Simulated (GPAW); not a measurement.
Consider Sr2MgReO6 (I4/m).

```xyz
10
Lattice="-2.8103 2.8103 4.0181 2.8103 -2.8103 4.0181 2.8103 2.8103 -4.0181" Properties=species:S:1:pos:R:3 pbc="T T T"
Re    0.0000    0.0000    0.0000
Sr    0.0000    2.8103    2.0090
Sr    2.8103    0.0000    2.0090
Mg    0.0000    0.0000    4.0181
O     4.0815    1.1750    0.0000
O    -1.2711    1.6354    4.0181
O     1.1750    1.5392    0.0000
O     1.6354    1.2711    4.0181
O     0.0000    0.0000    6.0879
O     0.0000    0.0000    1.9483
```

Absorber: atom 5, with 1 Re at 1.94 Å and 1 Mg at 2.07 Å (bent, 165°, site symmetry m). Method: GPAW, LDA, excited-electron core hole (neutral cell), 10-atom cell with 5.6 Å between holes, 5×5×5 k points, dipole transitions, Gaussian full width 0.9 eV up to 4 eV, rising linearly to 3.5 eV at 25 eV, without spin-orbit coupling.

Question: Where do the maxima of the O K edge fall?

Main maxima up to 24 eV above the zero (height): 0.2 eV (1.08), 4.7 eV (3.14), 10.5 eV (1.76) and 18.0 eV (0.81). A K edge sees empty p states; the first features are O p mixed into the empty d states of the Re neighbours, and the broad ones above probably into the cations' higher empty bands. The total-energy difference is 534.00 eV. One term is added: -8.83 eV, since the hole is spin-paired here and a spin-polarised one costs that much less in the free atom (computed apart). The photon energy is then 525.17 eV. The functional leaves an error in such absolute values: in the free atom LDA prices this hole 4.1 eV below PBE (computed apart), and PBE is itself good to a few eV.

The O K spectrum (energy from the lowest empty level; intensity scaled to a mean of 1 over the first 20 eV; polarised curves are means over the symmetry-equivalent atoms):

```csv
E (eV),isotropic,ε ⊥ c,ε ∥ c
-2.0,0.00,0.00,0.00
-1.5,0.00,0.00,0.00
-1.0,0.01,0.01,0.02
-0.5,0.23,0.19,0.33
0.0,0.95,0.76,1.35
0.5,0.83,0.65,1.19
1.0,0.16,0.12,0.23
1.5,0.01,0.01,0.01
2.0,0.01,0.01,0.03
2.5,0.09,0.06,0.16
3.0,0.40,0.32,0.56
3.5,1.12,1.08,1.19
4.0,2.15,2.31,1.84
4.5,3.06,3.47,2.24
5.0,2.88,3.29,2.08
5.5,1.97,2.09,1.73
6.0,1.13,1.08,1.23
6.5,0.65,0.58,0.80
7.0,0.57,0.50,0.72
7.5,0.78,0.74,0.85
8.0,1.14,1.22,0.97
8.5,1.48,1.66,1.12
9.0,1.62,1.78,1.30
9.5,1.64,1.76,1.41
10.0,1.71,1.86,1.42
10.5,1.76,1.97,1.34
11.0,1.68,1.92,1.19
11.5,1.47,1.71,0.99
12.0,1.20,1.40,0.79
12.5,0.93,1.09,0.61
13.0,0.71,0.82,0.48
13.5,0.54,0.61,0.39
14.0,0.43,0.48,0.34
14.5,0.39,0.41,0.33
15.0,0.39,0.40,0.38
15.5,0.45,0.42,0.50
16.0,0.53,0.47,0.67
16.5,0.63,0.51,0.87
17.0,0.72,0.56,1.06
17.5,0.79,0.59,1.17
18.0,0.81,0.61,1.19
18.5,0.79,0.62,1.13
19.0,0.75,0.62,1.00
19.5,0.71,0.63,0.87
20.0,0.69,0.66,0.75
20.5,0.69,0.70,0.67
21.0,0.70,0.74,0.61
21.5,0.71,0.78,0.58
22.0,0.73,0.82,0.56
22.5,0.75,0.84,0.56
23.0,0.76,0.85,0.57
23.5,0.76,0.84,0.60
24.0,0.77,0.83,0.63
24.5,0.77,0.81,0.67
25.0,0.77,0.79,0.71
25.5,0.76,0.77,0.76
26.0,0.76,0.74,0.80
26.5,0.76,0.72,0.84
27.0,0.76,0.70,0.89
27.5,0.77,0.69,0.93
28.0,0.78,0.68,0.98
28.5,0.79,0.67,1.03
29.0,0.81,0.67,1.08
29.5,0.82,0.68,1.11
30.0,0.84,0.69,1.12
30.5,0.84,0.71,1.10
31.0,0.84,0.74,1.05
31.5,0.84,0.77,0.98
32.0,0.84,0.81,0.90
```

The primitive cell holds an odd number of electrons, so a spin-paired run has to come out metallic; that is right for a metal, but some such compounds are magnetic or distorted insulators. The crystal has 2 inequivalent O sites and not all are shown here, while a measurement adds them all. The holes are only 5.6 Å apart, so the shape is probably not converged with cell size; no larger cell was run here. The mesh is coarse (0.31 Å⁻¹ between points), so small maxima may be mesh ripples. The structure is a computed Materials Project entry and may be a hypothetical form.

[Banner, clock and machine lines of the logs are left out without a mark of their own.]

[Logs are printed without paths, hosts, clocks, repeated set-up lines and the standing remarks that a program may print on its own settings, such as how far it seeks lower states.]

[Hosts, paths, dates, database ids (printed as entryN), source tags and the programs' standing remarks are cut or masked in the printed files.]

[Lists of maxima count a maximum above −3 eV only where it reaches 4 % of the highest in the window and stands out from its surroundings by 2 % of it (1.5 % where it reaches 55 %); shoulders and weaker maxima are passed over, and of the rest the first, up to two pre-edge ones and the few strongest are named.]
